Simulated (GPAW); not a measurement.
# Screening of a field by a 9-layer slab of Ca(110)

Wanted: the out-of-plane polarisability of a 9-layer slab of Ca(110).

Method: GPAW, PAW setups; slab in vacuum, relaxation, in the first sound run; inputs show where later runs differ, in GPAW 26.7.0.

### 1. The starting structure

The cell holds 9 atoms: 9 Ca. Its edges and angles: a = 5.580 Å, b = 3.946 Å, c = 33.783 Å, α = 90.0°, β = 90.0°, γ = 90.0°. Vacuum lies along c.

### 2. Relaxing the atoms

Forces are removed first; all later runs use this geometry. The lowest 4 atoms are held at bulk positions and keep their forces.

File run.py:

```python
import json
import numpy as np
from ase import Atoms
from ase.constraints import FixAtoms
from ase.optimize import BFGS
from gpaw import GPAW, PW

slab = Atoms(
    ['Ca', 'Ca', 'Ca', 'Ca', 'Ca', 'Ca', 'Ca', 'Ca', 'Ca'],
    positions=[
        [0.00000, 0.00000, 9.00000],
        [2.79000, 1.97283, 10.97283],
        [0.00000, 0.00000, 12.94566],
        [2.79000, 1.97283, 14.91848],
        [0.00000, 0.00000, 16.89131],
        [2.79000, 1.97283, 18.86414],
        [0.00000, 0.00000, 20.83697],
        [2.79000, 1.97283, 22.80980],
        [0.00000, 0.00000, 24.78262]],
    cell=[[5.58, 0.0, 0.0], [0.0, 3.94566, 0.0], [0.0, 0.0, 33.78262]],
    pbc=[True, True, False])

slab.calc = GPAW(mode=PW(400), xc='PBE', kpts={'size': (6, 8, 1), 'gamma': True},
                 occupations={'name': 'fermi-dirac', 'width': 0.1}, nbands='160%',
                 convergence={'density': 1e-05}, maxiter=200,
                 poissonsolver={'dipolelayer': 'xy'},
                 symmetry={'tolerance': 1e-3, 'extra_ids': [1, 1, 1, 1, 0, 0, 0, 0, 0]}, txt='slab.txt')
result = {}
slab.set_constraint(FixAtoms([0, 1, 2, 3]))
path = []
opt = BFGS(slab, maxstep=0.2)
opt.attach(lambda: path.append((slab.get_potential_energy(), slab.positions.tolist(), slab.get_forces().tolist())))
result['relaxed'] = bool(opt.run(fmax=0.03, steps=40))
result['path'] = path
energy = slab.get_potential_energy()
fermi = slab.calc.get_fermi_level()
v = slab.calc.get_electrostatic_potential().mean((0, 1)) - fermi
n = slab.calc.get_pseudo_density().mean((0, 1))
L = slab.cell[2, 2]
z = np.arange(len(v)) * L / len(v)
low, high = slab.positions[:, 2].min(), slab.positions[:, 2].max()
below, above = np.interp([low - 6.8, high + 6.8], z, v)
slopes = [np.interp(x, z, np.gradient(v, z)) for x in (low - 6.8, high + 6.8)]
eps = np.array([[slab.calc.get_eigenvalues(k, s) for k in range(len(slab.calc.get_ibz_k_points()))]
                for s in range(slab.calc.get_number_of_spins())]) - fermi
top, bottom = eps[eps < 0].max(), eps[eps > 0].min()
dipole = slab.get_dipole_moment()[2]
print(f'energy {energy:.4f} eV, Fermi level {fermi:.4f} eV, dipole {dipole:.5f} e A')
print(f'potential 6.8 A off the faces, from the Fermi level: lower {below:.4f} eV, upper {above:.4f} eV')
print(f'slope of the potential there: lower {slopes[0]:.5f}, upper {slopes[1]:.5f} eV/A')
print(f'nearest levels on the mesh: {top:.4f} and {bottom:.4f} eV')
print('magnetic moment', round(slab.get_magnetic_moment(), 3))
result.update(energy=energy, fermi=fermi, dipole=dipole, below=below, above=above, slopes=slopes, edges=[top, bottom],
              z=z.tolist(), v=v.tolist(), n=n.tolist(), positions=slab.positions.tolist(),
              forces=slab.get_forces(apply_constraint=False).tolist(), moments=slab.get_magnetic_moments().tolist())
json.dump(result, open('result.json', 'w'))
```

The run is started by

```console
$ OMP_NUM_THREADS=1 OPENBLAS_NUM_THREADS=1 python run.py
```

Log:

```text
Step          Energy          fmax
BFGS:    0      -16.817771        0.115363
BFGS:    1      -16.818023        0.113268
BFGS:    2      -16.823762        0.045924
BFGS:    3      -16.823812        0.041000
BFGS:    4      -16.824195        0.028971
energy -16.6295 eV, Fermi level 0.4082 eV, dipole -0.00055 e A
potential 6.8 A off the faces, from the Fermi level: lower 2.8163 eV, upper 2.8208 eV
slope of the potential there: lower -0.00011, upper 0.00010 eV/A
nearest levels on the mesh: -0.0019 and 0.0016 eV
magnetic moment 0.0
```

The job ended after 35 min (1 thread of Arm Neoverse V2, shared host; peak memory 0.69 GiB).

The steps of the relaxation:

| step | energy less that of the first step (eV) | largest force (eV/Å) |
| --- | --- | --- |
| 1 | 0.0000 | 0.1154 |
| 2 | -0.0003 | 0.1133 |
| 3 | -0.0061 | 0.0459 |
| 4 | -0.0062 | 0.0410 |
| 5 | -0.0066 | 0.0290 |

The atoms that moved most (Å):

```csv
atom,dx,dy,dz,length
Ca9,0.000,0.000,-0.076,0.076
Ca7,0.000,0.000,0.035,0.035
Ca8,0.000,0.000,-0.009,0.009
```

The relaxed structure:

```xyz
9
Lattice="5.5800 0.0000 0.0000 0.0000 3.9457 0.0000 0.0000 0.0000 33.7826" Properties=species:S:1:pos:R:3
Ca    0.0000    0.0000    9.0000
Ca    2.7900    1.9728   10.9728
Ca    0.0000    0.0000   12.9457
Ca    2.7900    1.9728   14.9185
Ca    0.0000    0.0000   16.8936
Ca    2.7900    1.9728   18.8668
Ca    0.0000    0.0000   20.8718
Ca    2.7900    1.9728   22.8006
Ca    0.0000    0.0000   24.7065
```

Numbers from this step:

```yaml
dipole_along_the_normal: -5.48e-4 e·Å
levels_nearest_the_fermi_level_on_the_mesh: -0.001923, 0.001601 eV from the Fermi level
upper_work_function: 2.821 eV
lower_work_function: 2.816 eV
```

The electrostatic potential energy of an electron (without an applied field's), less the Fermi level, planar mean oscillates, so the rows of the table below give means over windows of 2.01 Å about each position, cut where the curve ends. Its maxima inside the range that stand out by 2 % of the span (Å: eV): 10.0: -0.980, 11.9: -0.853, 13.9: -0.864, 15.9: -0.864, 17.8: -0.883, 19.8: -0.742, 21.9: -1.00, 23.8: -1.23. Its minima: 9.0: -6.45, 10.9: -5.97, 13.0: -6.21, 14.9: -6.21, 16.9: -6.24, 18.9: -6.21, 20.9: -6.23, 22.8: -6.22, 24.7: -6.51.

Electrostatic potential energy of an electron (without an applied field's), less the Fermi level, planar mean against z; means over each step:

```csv
z (Å),"electrostatic potential energy of an electron (without an applied field's), less the Fermi level, planar mean (eV)"
1.00,2.82
3.01,2.82
5.02,2.80
7.03,2.10
9.04,-3.11
11.05,-3.10
13.06,-3.14
15.07,-3.15
17.08,-3.15
19.09,-3.10
21.10,-3.18
23.11,-3.29
25.12,-2.55
27.13,2.49
29.14,2.81
31.15,2.82
33.16,2.82
```

The pseudo valence density, planar mean oscillates, so the rows of the table below give means over windows of 1.9 Å about each position, cut where the curve ends. Its maxima inside the range that stand out by 2 % of the span (Å: e/Å³): 9.1: 0.428, 11.0: 0.449, 12.9: 0.439, 15.0: 0.438, 16.9: 0.448, 18.8: 0.437, 20.9: 0.446, 22.8: 0.451, 24.7: 0.440. Its minima: 9.9: 0.0821, 12.0: 0.0824, 13.9: 0.0801, 15.8: 0.0821, 17.9: 0.0819, 19.8: 0.0771, 21.7: 0.0887, 23.9: 0.0934.

Pseudo valence density, planar mean against z; means over each step:

```
z (Å)  pseudo valence density, planar mean (e/Å³)
 2.85                                      6.6e-6
 4.75                                      2.3e-4
 6.65                                     0.00539
 8.55                                       0.202
10.45                                       0.231
12.35                                       0.229
14.25                                       0.227
16.15                                       0.225
18.05                                       0.224
19.95                                       0.216
21.85                                       0.232
23.75                                       0.236
25.65                                       0.120
27.55                                     0.00255
29.45                                      9.2e-5
31.35                                      2.6e-6
```

The relaxation lowered the energy of the cell by 0.00657 eV (energies extrapolated to zero smearing; the optimiser's log prints free energies). The largest force left on a free atom is 0.029 eV/Å.

### 3. Plane waves, PBE

The work function is the vacuum plateau of the electrostatic potential less the Fermi level; a dipole layer lets the two faces have plateaus of their own.

This step: GPAW, PAW setups; slab in vacuum (GPAW 26.7.0).

run.py, as its differences from that of step 2:

```diff
@@ -3,4 +3,2 @@
 from ase import Atoms
-from ase.constraints import FixAtoms
-from ase.optimize import BFGS
 from gpaw import GPAW, PW
@@ -14,7 +12,7 @@
         [2.79000, 1.97283, 14.91848],
-        [0.00000, 0.00000, 16.89131],
-        [2.79000, 1.97283, 18.86414],
-        [0.00000, 0.00000, 20.83697],
-        [2.79000, 1.97283, 22.80980],
-        [0.00000, 0.00000, 24.78262]],
+        [0.00000, 0.00000, 16.89356],
+        [2.79000, 1.97283, 18.86677],
+        [0.00000, -0.00000, 20.87184],
+        [2.79000, 1.97283, 22.80063],
+        [-0.00000, 0.00000, 24.70653]],
     cell=[[5.58, 0.0, 0.0], [0.0, 3.94566, 0.0], [0.0, 0.0, 33.78262]],
@@ -26,10 +24,4 @@
                  poissonsolver={'dipolelayer': 'xy'},
-                 symmetry={'tolerance': 1e-3, 'extra_ids': [1, 1, 1, 1, 0, 0, 0, 0, 0]}, txt='slab.txt')
+                 symmetry={'tolerance': 1e-3}, txt='slab.txt')
 result = {}
-slab.set_constraint(FixAtoms([0, 1, 2, 3]))
-path = []
-opt = BFGS(slab, maxstep=0.2)
-opt.attach(lambda: path.append((slab.get_potential_energy(), slab.positions.tolist(), slab.get_forces().tolist())))
-result['relaxed'] = bool(opt.run(fmax=0.03, steps=40))
-result['path'] = path
 energy = slab.get_potential_energy()
```

Log:

```text
energy -16.6295 eV, Fermi level 0.4082 eV, dipole -0.00058 e A
potential 6.8 A off the faces, from the Fermi level: lower 2.8162 eV, upper 2.8210 eV
slope of the potential there: lower -0.00011, upper 0.00010 eV/A
nearest levels on the mesh: -0.0019 and 0.0016 eV
magnetic moment 0.0
```

The job ended after 10 min (1 thread; peak memory 0.67 GiB).

Numbers from this step:

```
dipole along the normal                    : -5.84e-4 e·Å
levels nearest the Fermi level on the mesh : -0.001919, 0.001590 eV from the Fermi level
```

The electrostatic potential energy of an electron (without an applied field's), less the Fermi level, planar mean oscillates, so the rows of the table below give means over windows of 2.01 Å about each position, cut where the curve ends. Its maxima inside the range that stand out by 2 % of the span (Å: eV): 10.0: -0.980, 11.9: -0.853, 13.9: -0.864, 15.9: -0.864, 17.8: -0.883, 19.8: -0.742, 21.9: -1.00, 23.8: -1.23. Its minima: 9.0: -6.45, 10.9: -5.97, 13.0: -6.21, 14.9: -6.21, 16.9: -6.24, 18.9: -6.21, 20.9: -6.23, 22.8: -6.22, 24.7: -6.51.

Table of electrostatic potential energy of an electron (without an applied field's), less the Fermi level, planar mean by z; means over each step:

(Unchanged from step 2.)

The pseudo valence density, planar mean oscillates, so the rows of the table below give means over windows of 1.9 Å about each position, cut where the curve ends. Its maxima inside the range that stand out by 2 % of the span (Å: e/Å³): 9.1: 0.428, 11.0: 0.449, 12.9: 0.439, 15.0: 0.438, 16.9: 0.448, 18.8: 0.437, 20.9: 0.446, 22.8: 0.451, 24.7: 0.440. Its minima: 9.9: 0.0821, 12.0: 0.0824, 13.9: 0.0801, 15.8: 0.0821, 17.9: 0.0819, 19.8: 0.0771, 21.7: 0.0887, 23.9: 0.0934.

The pseudo valence density, planar mean by z; means over each step:

(Unchanged from step 2.)

Force by atom:

```
atom  x (eV/Å)  y (eV/Å)  z (eV/Å)   size
 Ca1     0.000     0.000     0.115  0.115
 Ca2     0.000     0.000     0.009  0.009
 Ca3     0.000     0.000    -0.066  0.066
 Ca4     0.000     0.000     0.004  0.004
 Ca5     0.000     0.000     0.008  0.008
 Ca6     0.000     0.000     0.007  0.007
 Ca7     0.000     0.000    -0.029  0.029
 Ca8     0.000     0.000    -0.021  0.021
 Ca9     0.000     0.000    -0.027  0.027
```

The potential is flat to 1.1e-4 eV/Å where it is read, so the vacuum is wide enough.

### 4. In a field

A uniform field along the normal polarises the slab; the atoms stay fixed, so this is the electronic response alone.

run.py, as its differences from that of step 3:

```diff
@@ -4,2 +4,3 @@
 from gpaw import GPAW, PW
+from gpaw.external import ConstantElectricField
 
@@ -24,2 +25,3 @@
                  poissonsolver={'dipolelayer': 'xy'},
+                 external=ConstantElectricField(-0.2, [0, 0, 1]),
                  symmetry={'tolerance': 1e-3}, txt='slab.txt')
```

Log:

```text
energy -16.6794 eV, Fermi level 0.4037 eV, dipole -0.49857 e A
potential 6.8 A off the faces, from the Fermi level: lower 0.7813 eV, upper 4.8792 eV
slope of the potential there: lower -0.00000, upper 0.00035 eV/A
nearest levels on the mesh: -0.0016 and 0.0024 eV
magnetic moment 0.0
```

The job ended after 16 min (1 thread; peak memory 0.81 GiB).

This step gave:

| Property | Result |
| --- | --- |
| dipole along the normal | -0.4986 e·Å |
| levels nearest the Fermi level on the mesh | -0.001637, 0.002420 eV from the Fermi level |
| potential below the slab, the applied field's own ramp left out | 0.7813 eV from the Fermi level |
| potential above the slab, the applied field's own ramp left out | 4.879 eV from the Fermi level |

The electrostatic potential energy of an electron (without an applied field's), less the Fermi level, planar mean oscillates, so the rows of the table below give means over windows of 2.01 Å about each position, cut where the curve ends. Its maxima inside the range that stand out by 2 % of the span (Å: eV): 10.0: -2.35, 11.9: -1.85, 13.9: -1.46, 15.9: -1.05, 17.8: -0.694, 19.8: -0.150, 21.9: -0.00892, 23.8: 0.135, 32.0: 4.88. Its minima: 9.0: -8.04, 10.9: -7.17, 13.0: -6.99, 14.9: -6.61, 16.9: -6.24, 18.9: -5.81, 20.9: -5.43, 22.8: -5.03, 24.7: -4.95.

The electrostatic potential energy of an electron (without an applied field's), less the Fermi level, planar mean by z; means over each step:

z (Å), electrostatic potential energy of an electron (without an applied field's), less the Fermi level, planar mean (eV) and a bar from the least value:
```
     1.00       0.97 ##################
     3.01       0.78 #################
     5.02       0.77 #################
     7.03       0.17 ###############
     9.04      -4.69 
    11.05      -4.27 #
    13.06      -3.90 ##
    15.07      -3.51 ####
    17.08      -3.11 #####
    19.09      -2.66 ######
    21.10      -2.33 #######
    23.11      -2.05 ########
    25.12      -0.89 ############
    27.13       4.47 #############################
    29.14       4.86 ##############################
    31.15       4.88 ##############################
    33.16       4.75 ##############################
```

Force by atom:

| atom | x (eV/Å) | y (eV/Å) | z (eV/Å) | size |
| --- | --- | --- | --- | --- |
| Ca1 | 0.000 | 0.000 | 0.111 | 0.111 |
| Ca2 | 0.000 | 0.000 | 0.010 | 0.010 |
| Ca3 | 0.000 | 0.000 | -0.066 | 0.066 |
| Ca4 | 0.000 | 0.000 | 0.003 | 0.003 |
| Ca5 | 0.000 | 0.000 | 0.008 | 0.008 |
| Ca6 | 0.000 | 0.000 | 0.006 | 0.006 |
| Ca7 | 0.000 | 0.000 | -0.028 | 0.028 |
| Ca8 | 0.000 | 0.000 | -0.019 | 0.019 |
| Ca9 | 0.000 | 0.000 | -0.027 | 0.027 |

The dipole is now -0.499 e Å, against -5.8e-4 in the run without a field.

### 5. In a field

run.py, as its differences from that of step 4:

```diff
@@ -25,3 +25,3 @@
                  poissonsolver={'dipolelayer': 'xy'},
-                 external=ConstantElectricField(-0.2, [0, 0, 1]),
+                 external=ConstantElectricField(-0.1, [0, 0, 1]),
                  symmetry={'tolerance': 1e-3}, txt='slab.txt')
```

Log:

```text
energy -16.6420 eV, Fermi level 0.4079 eV, dipole -0.24947 e A
potential 6.8 A off the faces, from the Fermi level: lower 1.7941 eV, upper 3.8446 eV
slope of the potential there: lower -0.00005, upper 0.00018 eV/A
nearest levels on the mesh: -0.0018 and 0.0019 eV
magnetic moment 0.0
```

Run time: 14 min. Hardware: 1 thread; peak memory 0.81 GiB.

This step gave:

```yaml
dipole_along_the_normal: -0.2495 e·Å
levels_nearest_the_fermi_level_on_the_mesh: -0.001841, 0.001874 eV from the Fermi level
potential_below_the_slab_the_applied_field_s_own_ramp_left_out: 1.794 eV from the Fermi level
potential_above_the_slab_the_applied_field_s_own_ramp_left_out: 3.845 eV from the Fermi level
```

The electrostatic potential energy of an electron (without an applied field's), less the Fermi level, planar mean oscillates, so the rows of the table below give means over windows of 2.01 Å about each position, cut where the curve ends. Its maxima inside the range that stand out by 2 % of the span (Å: eV): 10.0: -1.66, 11.9: -1.35, 13.9: -1.16, 15.9: -0.959, 17.8: -0.789, 19.8: -0.446, 21.9: -0.506, 23.8: -0.548, 32.2: 3.84. Its minima: 9.0: -7.24, 10.9: -6.57, 13.0: -6.60, 14.9: -6.41, 16.9: -6.24, 18.9: -6.01, 20.9: -5.83, 22.8: -5.63, 24.7: -5.73.

Table of electrostatic potential energy of an electron (without an applied field's), less the Fermi level, planar mean by z; means over each step:

```csv
z (Å),"electrostatic potential energy of an electron (without an applied field's), less the Fermi level, planar mean (eV)"
1.00,1.89
3.01,1.79
5.02,1.78
7.03,1.13
9.04,-3.90
11.05,-3.69
13.06,-3.52
15.07,-3.33
17.08,-3.13
19.09,-2.88
21.10,-2.75
23.11,-2.67
25.12,-1.72
27.13,3.48
29.14,3.83
31.15,3.84
33.16,3.78
```

Force by atom:

```csv
atom,x (eV/Å),y (eV/Å),z (eV/Å),size
Ca1,0.000,0.000,0.114,0.114
Ca2,0.000,0.000,0.010,0.010
Ca3,0.000,0.000,-0.066,0.066
Ca4,0.000,0.000,0.004,0.004
Ca5,0.000,0.000,0.008,0.008
Ca6,0.000,0.000,0.007,0.007
Ca7,0.000,0.000,-0.028,0.028
Ca8,0.000,0.000,-0.020,0.020
Ca9,0.000,0.000,-0.028,0.028
```

The dipole is now -0.249 e Å, against -5.8e-4 in the run without a field.

### 6. Field on

run.py, as its differences from that of step 5:

```diff
@@ -25,3 +25,3 @@
                  poissonsolver={'dipolelayer': 'xy'},
-                 external=ConstantElectricField(-0.1, [0, 0, 1]),
+                 external=ConstantElectricField(-0.05, [0, 0, 1]),
                  symmetry={'tolerance': 1e-3}, txt='slab.txt')
```

Log:

```text
energy -16.6326 eV, Fermi level 0.4085 eV, dipole -0.12499 e A
potential 6.8 A off the faces, from the Fermi level: lower 2.3041 eV, upper 3.3315 eV
slope of the potential there: lower -0.00008, upper 0.00014 eV/A
nearest levels on the mesh: -0.0019 and 0.0017 eV
magnetic moment 0.0
```

The job ended after 17 min (1 thread; peak memory 0.81 GiB).

The electrostatic potential energy of an electron (without an applied field's), less the Fermi level, planar mean oscillates, so the rows of the table below give means over windows of 2.01 Å about each position, cut where the curve ends. Its maxima inside the range that stand out by 2 % of the span (Å: eV): 10.0: -1.32, 11.9: -1.10, 13.9: -1.01, 15.9: -0.911, 17.8: -0.836, 19.8: -0.594, 21.9: -0.754, 23.8: -0.890, 32.2: 3.33. Its minima: 9.0: -6.85, 10.9: -6.27, 13.0: -6.41, 14.9: -6.31, 16.9: -6.24, 18.9: -6.11, 20.9: -6.03, 22.8: -5.92, 24.7: -6.12.

Electrostatic potential energy of an electron (without an applied field's), less the Fermi level, planar mean against z; means over each step:

| z (Å) | electrostatic potential energy of an electron (without an applied field's), less the Fermi level, planar mean (eV) |
| --- | --- |
| 1.00 | 2.35 |
| 3.01 | 2.30 |
| 5.02 | 2.29 |
| 7.03 | 1.62 |
| 9.04 | -3.51 |
| 11.05 | -3.39 |
| 13.06 | -3.33 |
| 15.07 | -3.24 |
| 17.08 | -3.14 |
| 19.09 | -2.99 |
| 21.10 | -2.97 |
| 23.11 | -2.98 |
| 25.12 | -2.14 |
| 27.13 | 2.98 |
| 29.14 | 3.32 |
| 31.15 | 3.33 |
| 33.16 | 3.30 |

### 7. In a field

run.py, as its differences from that of step 6:

```diff
@@ -25,3 +25,3 @@
                  poissonsolver={'dipolelayer': 'xy'},
-                 external=ConstantElectricField(-0.05, [0, 0, 1]),
+                 external=ConstantElectricField(0.05, [0, 0, 1]),
                  symmetry={'tolerance': 1e-3}, txt='slab.txt')
```

Log:

```text
energy -16.6326 eV, Fermi level 0.4069 eV, dipole 0.12382 e A
potential 6.8 A off the faces, from the Fermi level: lower 3.3309 eV, upper 2.3132 eV
slope of the potential there: lower -0.00016, upper 0.00007 eV/A
nearest levels on the mesh: -0.0019 and 0.0015 eV
magnetic moment 0.0
```

The job ended after 14 min (1 thread; peak memory 0.81 GiB).

(Part 1 of 2 ends here.)

[Logs are printed without paths, hosts, clocks, repeated set-up lines and the standing remarks that a program may print on its own settings, such as how far it seeks lower states.]

[Hosts, paths, dates, database ids (printed as entryN), source tags and the programs' standing remarks are cut or masked in the printed files.]
